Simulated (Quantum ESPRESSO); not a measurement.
**Mn2Ga2S5: which magnetic order is lowest**

Wanted: the moments of Mn2Ga2S5 and the energy of each order that was tried.

Calculated with Quantum ESPRESSO 7.5; PBEsol; plane waves with GBRV 1.5 PBEsol potentials, no spin-orbit coupling.

### 1. Set-up

The structure is trigonal, space group P-3m1 (No. 164). The conventional cell has a = 3.728 Å, b = 3.728 Å, c = 15.333 Å, α = 90.00°, β = 90.00°, γ = 120.00°. Mn has 6 S at 2.52 to 2.63 Å nearest. Nearest to Ga lie 4 S at 2.23 to 2.38 Å. Nearest to S lie 6 Mn at 2.63 Å. Nearest to S lie 1 Ga at 2.23 Å and 3 Mn at 2.52 Å. Nearest to S lie 3 Ga at 2.38 Å. Farther neighbours and most contacts between anions are not listed.

The cell comes from Materials Project 2023-11-01, a database of computed structures, and need not be the stable phase.

### 2. Run 1, typed as ferro ++

The signs are those of the starting moments on the seeded atoms, the atoms that are given a moment.

pw.in

```
&CONTROL
  calculation = 'scf'
  prefix = 'pwscf'
  outdir = './tmp'
  pseudo_dir = './pseudo'
  disk_io = 'nowf'
/
&SYSTEM
  ibrav = 0
  celldm(1) = 8
  nat = 9
  ntyp = 3
  ecutwfc = 40
  ecutrho = 280
  nbnd = 67
  occupations = 'smearing'
  smearing = 'fd'
  degauss = 0.00367493
  nspin = 2
  starting_magnetization(1) = 0.3
  starting_magnetization(2) = 0
  starting_magnetization(3) = 0
/
&ELECTRONS
  conv_thr = 1.8d-08
  electron_maxstep = 150
  mixing_beta = 0.3
/
ATOMIC_SPECIES
Mn     54.9380 mn_pbesol_v1.5.uspp.F.UPF
Ga     69.7230 ga_pbesol_v1.4.uspp.F.UPF
S      32.0600 s_pbesol_v1.4.uspp.F.UPF
CELL_PARAMETERS alat
   0.8806016239197    0.0000000000000    0.0000000000000
  -0.4403008119717    0.7626233769333    0.0000000000000
   0.0000000000000    0.0000000000000    3.6220040480000
ATOMIC_POSITIONS crystal
Mn      0.3333333300    0.6666666700    0.4018990000
Mn      0.6666666700    0.3333333300    0.5981010000
Ga      0.3333333300    0.6666666700    0.8286040000
Ga      0.6666666700    0.3333333300    0.1713960000
S       0.0000000000    0.0000000000    0.5000000000
S       0.3333333300    0.6666666700    0.6831100000
S       0.6666666700    0.3333333300    0.3168900000
S       0.3333333300    0.6666666700    0.1058920000
S       0.6666666700    0.3333333300    0.8941080000
K_POINTS automatic
6 6 2 0 0 0
```

On the command line:

```sh
> OMP_NUM_THREADS=1 mpirun -n 4 pw.x -nk 4 -in pw.in > pw.out
```

The log of the run:

```text
Program PWSCF v.7.5 starts

     Message from routine setup:
     using ibrav=0 with symmetry is DISCOURAGED, use correct ibrav instead

     K-points division:     npool     =       4
     Subspace diagonalization in iterative solution of the eigenvalue problem:

     G-vector sticks info
     --------------------
     sticks:   dense  smooth     PW     G-vecs:    dense   smooth      PW
     Sum         955     547    163                98717    42543    6993

     Using Slab Decomposition

     bravais-lattice index     =            0
     lattice parameter (alat)  =       8.0000  a.u.
     unit-cell volume          =    1245.3989 (a.u.)^3
     number of atoms/cell      =            9
     number of atomic types    =            3
     number of electrons       =        98.00
     number of Kohn-Sham states=           67
     kinetic-energy cutoff     =      40.0000  Ry
     charge density cutoff     =     280.0000  Ry
     scf convergence threshold =      1.8E-08
     mixing beta               =       0.3000
     number of iterations used =            8  plain     mixing
     Exchange-correlation= SLA  PW   PSX  PSC
                           (   1   4  10   8   0   0   0)

     celldm(1)=   8.000000  celldm(2)=   0.000000  celldm(3)=   0.000000
     celldm(4)=   0.000000  celldm(5)=   0.000000  celldm(6)=   0.000000

     crystal axes: (cart. coord. in units of alat)
               a(1) = (   0.880602   0.000000   0.000000 )
               a(2) = (  -0.440301   0.762623   0.000000 )
               a(3) = (   0.000000   0.000000   3.622004 )

     reciprocal axes: (cart. coord. in units 2 pi/alat)
               b(1) = (  1.135587  0.655632 -0.000000 )
               b(2) = (  0.000000  1.311263  0.000000 )
               b(3) = (  0.000000 -0.000000  0.276090 )

     PseudoPot. # 1 for Mn read from file:
     mn_pbesol_v1.5.uspp.F.UPF
     Pseudo is Ultrasoft + core correction, Zval = 15.0
     Generated by new atomic code, or converted to UPF format
     Using radial grid of  859 points,  6 beta functions with:
                l(1) =   0
                l(2) =   0
                l(3) =   1
                l(4) =   1
                l(5) =   2
                l(6) =   2
     Q(r) pseudized with  8 coefficients,  rinner =    0.950   0.950   0.950
                                                       0.950   0.950

     PseudoPot. # 2 for Ga read from file:
     ga_pbesol_v1.4.uspp.F.UPF
     Pseudo is Ultrasoft + core correction, Zval = 19.0
     Generated by new atomic code, or converted to UPF format
     Using radial grid of  871 points,  6 beta functions with:
                l(1) =   0
                l(2) =   0
                l(3) =   1
                l(4) =   1
                l(5) =   2
                l(6) =   2
     Q(r) pseudized with  8 coefficients,  rinner =    1.250   1.250   1.250
                                                       1.250   1.250

     PseudoPot. # 3 for S  read from file:
     s_pbesol_v1.4.uspp.F.UPF
     Pseudo is Ultrasoft + core correction, Zval =  6.0
     Generated by new atomic code, or converted to UPF format
     Using radial grid of  907 points,  6 beta functions with:
                l(1) =   0
                l(2) =   0
                l(3) =   1
                l(4) =   1
                l(5) =   2
                l(6) =   2
     Q(r) pseudized with  8 coefficients,  rinner =    1.300   1.300   1.300
                                                       1.300   1.300

     atomic species   valence    mass     pseudopotential
     Mn               15.00    54.93800     Mn( 1.00)
     Ga               19.00    69.72300     Ga( 1.00)
     S                 6.00    32.06000     S ( 1.00)

     Starting magnetic structure
     atomic species   magnetization
     Mn              0.300
     Ga              0.000
     S               0.000

     12 Sym. Ops., with inversion, found

   Cartesian axes

     site n.     atom                  positions (alat units)
         1        Mn     tau(   1) = (  -0.0000000   0.5084156   1.4556798  )
         2        Mn     tau(   2) = (   0.4403008   0.2542078   2.1663242  )
         3        Ga     tau(   3) = (  -0.0000000   0.5084156   3.0012070  )
         4        Ga     tau(   4) = (   0.4403008   0.2542078   0.6207970  )
         5        S      tau(   5) = (   0.0000000   0.0000000   1.8110020  )
         6        S      tau(   6) = (  -0.0000000   0.5084156   2.4742272  )
         7        S      tau(   7) = (   0.4403008   0.2542078   1.1477769  )
         8        S      tau(   8) = (  -0.0000000   0.5084156   0.3835413  )
         9        S      tau(   9) = (   0.4403008   0.2542078   3.2384628  )

     number of k points=    14  Fermi-Dirac smearing, width (Ry)=  0.0037
                       cart. coord. in units 2pi/alat
        k(    1) = (   0.0000000   0.0000000   0.0000000), wk =   0.0138889
        k(    2) = (   0.0000000   0.0000000  -0.1380451), wk =   0.0138889
        k(    3) = (   0.0000000   0.2185439   0.0000000), wk =   0.0833333
        k(    4) = (   0.0000000   0.2185439  -0.1380451), wk =   0.0833333
        k(    5) = (   0.0000000   0.4370877   0.0000000), wk =   0.0833333
        [... 9 further k-points ...]

     Dense  grid:    98717 G-vectors     FFT dimensions: (  40,  40, 160)

     Smooth grid:    42543 G-vectors     FFT dimensions: (  30,  30, 120)

     Check: negative core charge=   -0.000018
     Generating pointlists ...
     new r_m :   0.2452 (alat units)  1.9615 (a.u.) for type    1
     new r_m :   0.2174 (alat units)  1.7390 (a.u.) for type    2
     new r_m :   0.2174 (alat units)  1.7390 (a.u.) for type    3

     Initial potential from superposition of free atoms

     starting charge      94.9997, renormalised to      98.0000
     Starting wfcs are   70 randomized atomic wfcs

     Self-consistent Calculation

     iteration #  1     ecut=    40.00 Ry     beta= 0.30
     Davidson diagonalization with overlap
     ethr =  1.00E-02,  avg # of iterations =  7.5

     total energy              =   -1325.63714286 Ry
     estimated scf accuracy    <     103.49725858 Ry

     total magnetization       =     1.03 Bohr mag/cell
     absolute magnetization    =     1.48 Bohr mag/cell

     iteration #  2     ecut=    40.00 Ry     beta= 0.30
     Davidson diagonalization with overlap
     ethr =  1.00E-02,  avg # of iterations =  8.6

     total energy              =   -1323.54248138 Ry
     estimated scf accuracy    <    1996.76338668 Ry

     total magnetization       =     1.54 Bohr mag/cell
     absolute magnetization    =     1.56 Bohr mag/cell

     iteration #  3     ecut=    40.00 Ry     beta= 0.30
     Davidson diagonalization with overlap
     ethr =  1.00E-02,  avg # of iterations =  6.8

     total energy              =   -1368.29270241 Ry
     estimated scf accuracy    <     164.90380815 Ry

     total magnetization       =     0.10 Bohr mag/cell
     absolute magnetization    =     0.61 Bohr mag/cell

     [... further iterations left out ...]

     iteration # 14     ecut=    40.00 Ry     beta= 0.30
     Davidson diagonalization with overlap
     ethr =  1.79E-08,  avg # of iterations =  2.2

     total energy              =   -1372.57505234 Ry
     estimated scf accuracy    <       0.00000218 Ry

     total magnetization       =     9.46 Bohr mag/cell
     absolute magnetization    =     9.47 Bohr mag/cell

     iteration # 15     ecut=    40.00 Ry     beta= 0.30
     Davidson diagonalization with overlap
     ethr =  2.23E-09,  avg # of iterations =  3.5

     total energy              =   -1372.57505296 Ry
     estimated scf accuracy    <       0.00000048 Ry

     total magnetization       =     9.46 Bohr mag/cell
     absolute magnetization    =     9.47 Bohr mag/cell

     iteration # 16     ecut=    40.00 Ry     beta= 0.30
     Davidson diagonalization with overlap
     ethr =  4.87E-10,  avg # of iterations =  2.6

     total energy              =   -1372.57505314 Ry
     estimated scf accuracy    <       0.00000003 Ry

     total magnetization       =     9.46 Bohr mag/cell
     absolute magnetization    =     9.47 Bohr mag/cell

     iteration # 17     ecut=    40.00 Ry     beta= 0.30
     Davidson diagonalization with overlap
     ethr =  3.32E-11,  avg # of iterations =  4.1

     Magnetic moment per site  (integrated on atomic sphere of radius R)
     atom   1 (R=0.245)  charge= 13.0702  magn=  4.1002
     atom   2 (R=0.245)  charge= 13.0702  magn=  4.1002
     atom   3 (R=0.217)  charge= 16.5709  magn=  0.0141
     atom   4 (R=0.217)  charge= 16.5709  magn=  0.0141
     atom   5 (R=0.217)  charge=  3.5761  magn=  0.0914
     atom   6 (R=0.217)  charge=  3.6086  magn=  0.0654
     atom   7 (R=0.217)  charge=  3.6086  magn=  0.0654
     atom   8 (R=0.217)  charge=  3.5644  magn=  0.0221
     atom   9 (R=0.217)  charge=  3.5644  magn=  0.0221

     End of self-consistent calculation

     [... lines left out ...]
     the Fermi energy is     8.2049 ev

!    total energy              =   -1372.57505318 Ry
     estimated scf accuracy    <          7.1E-09 Ry
     smearing contrib. (-TS)   =      -0.00148592 Ry
     internal energy E=F+TS    =   -1372.57356726 Ry

     The total energy is F=E-TS. E is the sum of the following terms:
     one-electron contribution =   -1194.62380466 Ry
     hartree contribution      =     628.58146822 Ry
     xc contribution           =    -190.63771441 Ry
     ewald contribution        =    -615.89351642 Ry

     total magnetization       =     9.46 Bohr mag/cell
     absolute magnetization    =     9.47 Bohr mag/cell

     convergence has been achieved in  17 iterations

=------------------------------------------------------------------------------=
   JOB DONE.
=------------------------------------------------------------------------------=
```

The job ended after 2.1 min (4 MPI ranks of Arm Neoverse V1, shared host; peak memory 0.9 GiB; 8.5 min of CPU time).

Spin moment in the atom's sphere by atom:

| atom | spin moment in the atom's sphere (μB) |
| --- | --- |
| Mn1 | 4.10 |
| Mn2 | 4.10 |
| Ga3 | 0.01 |
| Ga4 | 0.01 |
| S5 | 0.09 |
| S6 | 0.07 |
| S7 | 0.07 |
| S8 | 0.02 |
| S9 | 0.02 |

Read from the output:

* smearing term TS: 0.02022 eV
* magnetization: 9.46 μB
* absolute magnetization: 9.467 μB
* final state: ferromagnetic

Spin density in the ac plane at fractional y = 0.333, with atoms of Mn and Ga and S within 0.2 Å of it.

Ten even steps from '_' (0.0 e/Å³) to '@' (5.9 e/Å³), each cell a mean:
```
____________________________
____________________________
____________________________
____________________________
____________________________
____________________________
____________________________
____________________________
________________..::..______
______________::**@@%%--____
________________..::..______
____________________________
____________________________
____________________________
____________________________
____________________________
____________________________
____________________________
____________________________
____________________________
____________________________
____________________________
____________________________
____________________________
```
Columns run along a (3.7 Å), rows up along c (15.3 Å). Atoms in or near the plane, at fractional coordinates: Mn at (0.67, 0.60), Ga at (0.67, 0.17), S at (0.67, 0.32), S at (0.67, 0.89).

Valence density in the ac plane at fractional y = 0.333, with atoms of Mn and Ga and S within 0.2 Å of it. It is the smooth field of the valence electrons, not physical close to the nuclei.

Ten steps, logarithmic in the rise over the least value, from '0' (0 e/Å³) to '9' (47 e/Å³), each cell a mean:
```
00000000010000
00000012222211
00000112222221
00000111222211
00000000000000
00000000000000
00000000000000
01111000000000
00000012454310
00000015777621
00000012454310
01110000000000
01110000000000
00000000000000
00000000111000
00000112222211
00000112222221
00000011222110
00000001233210
00000014899621
00000113576411
01110000000000
00000000000000
00000000000000
```
Columns run along a (3.7 Å), rows up along c (15.3 Å). Atoms in or near the plane, at fractional coordinates: Mn at (0.67, 0.60), Ga at (0.67, 0.17), S at (0.67, 0.32), S at (0.67, 0.89).

(Part 1 of 2 ends here.)

[Logs and program files are shortened in this print: banners, set-up blocks, solver, clock and traceback lines can be left out without a mark of their own.]

[Logs are printed without paths, hosts, clocks, repeated set-up lines and the standing remarks that a program may print on its own settings, such as how far it seeks lower states.]

[Hosts, paths, dates, database ids (printed as entryN), source tags and the programs' standing remarks are cut or masked in the printed files.]

[Where a cell is said to come from a database of computed structures, the database is the Materials Project.]
